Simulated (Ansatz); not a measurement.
# Phonon-limited resistivity of Re-Rh-Rh-Re stack of (111) layers, part 2 of 2

Question: is the lattice of Re-Rh-Rh-Re stack of (111) layers stable, and if so, what are its coupling constant and resistivity?

Ansatz 0.2.0; DFT LDA, scalar-relativistic, plane waves, PAW; PAW set soft_1.

So far, coupling constant λ: step 6 (resistivity: q 2×2×1, k 8×8×1, scattering 12×12×1) 0.542; step 7 (k-mesh 9×9×1, scattering mesh 18×18×1, q mesh 3×3×1) 0.579; step 8 (displacement 0.01 Å, supercell 2×2×1, method fd) 0.542; step 9 (k-mesh 9×9×1, scattering mesh 24×24×1, q mesh 3×3×1) 0.571; step 10 (k-mesh 12×12×1, scattering mesh 24×24×1, q mesh 3×3×1) 0.555. Also log mean phonon energy ħω_log (meV): step 6 18.6; step 7 17.3; step 8 18.6; step 9 17.3; step 10 17.8.

## (11) All levels side by side

Times are for 4 threads of Arm Neoverse N1, shared host. Results by setting:

| no. | run | sheet resistance 300K (Ω/square, mean in the plane) | coupling constant λ | log mean phonon energy ħω_log (meV) | time | memory (GiB) |
| --- | --- | --- | --- | --- | --- | --- |
| 1 | q 2×2×1, k 8×8×1, scattering 12×12×1 | 80.76 | 0.5418 | 18.61 | 7 min | 2.1 |
| 2 | q 3×3×1, k 9×9×1, scattering 18×18×1 | 86.3 | 0.579 | 17.31 | 18 min | 2.7 |
| 3 | q 3×3×1, k 9×9×1, scattering 24×24×1 | 86.07 | 0.5713 | 17.28 | 18 min | 2.7 |
| 4 | q 3×3×1, k 12×12×1, scattering 24×24×1 | 82.23 | 0.5551 | 17.78 | 28 min | 2.7 |

The runs together, line α²F. Table of Eliashberg function α²F, α²F by phonon energy; read off at these points:

| phonon energy (meV) | q 2×2×1, k 8×8×1, scattering 12×12×1 | q 3×3×1, k 9×9×1, scattering 18×18×1 | q 3×3×1, k 9×9×1, scattering 24×24×1 | q 3×3×1, k 12×12×1, scattering 24×24×1 |
| --- | --- | --- | --- | --- |
| 1.0 | 0 | 8.8e-7 | 5.5e-5 | 5.6e-5 |
| 2.0 | 2.6e-4 | 2.6e-4 | 4.6e-4 | 6.3e-4 |
| 3.0 | 8.3e-4 | 9.4e-4 | 0.00127 | 0.00147 |
| 4.0 | 0.00277 | 0.00174 | 0.00175 | 0.00218 |
| 5.0 | 0.00412 | 0.00237 | 0.00265 | 0.00315 |
| 6.0 | 0.00662 | 0.00592 | 0.00504 | 0.00673 |
| 7.0 | 0.0124 | 0.00822 | 0.00833 | 0.0106 |
| 8.0 | 0.0197 | 0.0109 | 0.0112 | 0.0147 |
| 9.0 | 0.0296 | 0.0153 | 0.0152 | 0.0208 |
| 10.0 | 0.0462 | 0.0231 | 0.0226 | 0.0311 |
| 11.0 | 0.0877 | 0.0391 | 0.0392 | 0.0580 |
| 12.0 | 0.228 | 0.845 | 0.842 | 0.118 |
| 13.0 | 0.129 | 0.385 | 0.399 | 0.236 |
| 14.0 | 0.119 | 0.282 | 0.257 | 0.384 |
| 15.0 | 0.143 | 0.147 | 0.141 | 0.346 |
| 16.0 | 0.246 | 0.251 | 0.263 | 0.263 |
| 17.0 | 0.537 | 0.179 | 0.177 | 0.291 |
| 18.0 | 0.163 | 0.155 | 0.163 | 0.267 |
| 19.0 | 0.163 | 0.251 | 0.254 | 0.202 |
| 20.0 | 0.192 | 0.658 | 0.644 | 0.409 |
| 20.4 | 0.202 | 0.294 | 0.278 | 0.584 |
| 21.0 | 0.237 | 0.260 | 0.255 | 0.246 |
| 22.0 | 0.469 | 0.261 | 0.252 | 0.267 |
| 22.1 | 0.510 | 0.281 | 0.274 | 0.261 |
| 23.0 | 0.406 | 0.154 | 0.146 | 0.165 |
| 24.0 | 0.446 | 0.197 | 0.186 | 0.154 |
| 24.4 | 0.613 | 0.238 | 0.272 | 0.181 |
| 25.0 | 0.214 | 0.510 | 0.479 | 0.425 |
| 26.0 | 0.383 | 0.196 | 0.197 | 0.170 |
| 27.0 | 0.121 | 0.110 | 0.117 | 0.218 |
| 28.0 | 0.198 | 0.115 | 0.109 | 0.256 |
| 29.0 | 0.267 | 0.355 | 0.340 | 0.216 |
| 29.3 | 0.357 | 0.341 | 0.335 | 0.251 |
| 30.0 | 0.314 | 0.190 | 0.182 | 0.195 |
| 31.0 | 0.104 | 0.110 | 0.107 | 0.128 |

## (12) The variants together

Series, by row:

| run | change | level of theory | method | q mesh or supercell | k mesh | scattering mesh | smearing | N(E_F) (states/eV/spin) | lambda | omega_log (meV) | rho 300 K, whole cell (μΩ cm) | core-minutes | wall (s) |
| --- | --- | --- | --- | --- | --- | --- | --- | --- | --- | --- | --- | --- | --- |
| a | - | LDA, scalar-relativistic, PAW; PAW set soft_1 | dfpt | 2x2x1 | 8x8x1 | 12x12x1 | methfessel_paxton 0.2 | 2.017 | 0.5418 | 18.61 | 29.85 | 26 | 420 |
| b | - | LDA, scalar-relativistic, PAW; PAW set soft_1 | dfpt | 3x3x1 | 9x9x1 | 18x18x1 | methfessel_paxton 0.2 | 1.92 | 0.579 | 17.31 | 31.9 | 68 | 1100 |
| w0 | finite displacements, step 0.01 Å | LDA, scalar-relativistic, PAW; PAW set soft_1 | fd | 2x2x1 | 8x8x1 | 12x12x1 | methfessel_paxton 0.2 | 2.017 | 0.5418 | 18.61 | 29.85 | 16 | 250 |
| bf | scattering mesh 24×24×1 | LDA, scalar-relativistic, PAW; PAW set soft_1 | dfpt | 3x3x1 | 9x9x1 | 24x24x1 | methfessel_paxton 0.2 | 1.905 | 0.5713 | 17.28 | 31.82 | 71 | 1100 |
| c | - | LDA, scalar-relativistic, PAW; PAW set soft_1 | dfpt | 3x3x1 | 12x12x1 | 24x24x1 | methfessel_paxton 0.2 | 1.934 | 0.5551 | 17.78 | 30.39 | 110 | 1700 |

## (13) What came out

```
run                                             : LDA, q 3×3×1, k 12×12×1, scattering 24×24×1
coupling constant λ                             : 0.555
log mean phonon energy ħω_log                   : 17.8 meV
states at the Fermi level                       : 1.93 states/eV/spin/cell
sheet resistance at 300 K                       : 82.2 Ω per square
change between its two finest scattering meshes : λ 3 %, resistivity at 300 K 3 %
time of that run                                : 28 min
```

On the last rung that gave a resistivity at the base settings (q 3×3×1, k 12×12×1, scattering 24×24×1), Re-Rh-Rh-Re stack of (111) layers has λ = 0.56 and a phonon-limited sheet resistance of 82.2 Ω per square at 300 K. Across the runs of step 11 the sheet resistance 300K runs from 80.8 Ω/square, mean in the plane (q 2×2×1, k 8×8×1, scattering 12×12×1) to 86.3 Ω/square, mean in the plane (q 3×3×1, k 9×9×1, scattering 18×18×1), while the wall time spans a factor of 4.0. The coupling is moderate (λ = 0.56), so phonons raise the electrons' mass at the Fermi surface by about 56 %. Values of ρ(T) under 50 K rest on the softest modes, mostly interpolated ones, and are the least sure of the table. The high-temperature form ρ = 2π k_B T λ_tr/(ħ ε₀ ω_p²) gives 33.7 μΩ cm along x at 300 K, against 30.4 from the Boltzmann equation. Ziman's lowest order at 300 K, 32.2, lies between: the step down to it comes mostly from the finite phonon energies, and the full solution lies lower still, since it lets the current shift to the states that scatter least. By their share in the modes' patterns, Re atoms take 58 % of λ. The three lowest branches give 33 % of λ. By the run's own test, which takes the component that moves most, the resistivity at 300 K moves by 3 % between its two finest scattering meshes; this does not test the q and k meshes. In the run quoted no mode is imaginary at the wavevectors of the 3×3×1 mesh; wavevectors off that mesh are interpolated. On the same meshes, finite displacements, step 0.01 Å moves λ from 0.542 to 0.542 and the resistivity at 300 K from 29.9 to 29.9 μΩ cm. Only scattering by harmonic phonons counts; impurities, grain boundaries and thermal expansion are left out. The resistivity belongs to the whole cell, vacuum included; the sheet resistance is the quantity that does not depend on the vacuum. Spin–orbit coupling, left out here, matters for Re. The PAW files were made for PBE; under other functionals the run regenerates their frozen core. The c of the given cell is the typed one; the program laid its own vacuum and ran the layer in a cell 37.0 Å high. The structure was built by hand as an ordered model, and its stability against other phases was not tested.

[Logs are printed without paths, hosts, clocks, repeated set-up lines and the standing remarks that a program may print on its own settings, such as how far it seeks lower states.]

[Hosts, paths, dates, database ids (printed as entryN), source tags and the programs' standing remarks are cut or masked in the printed files.]
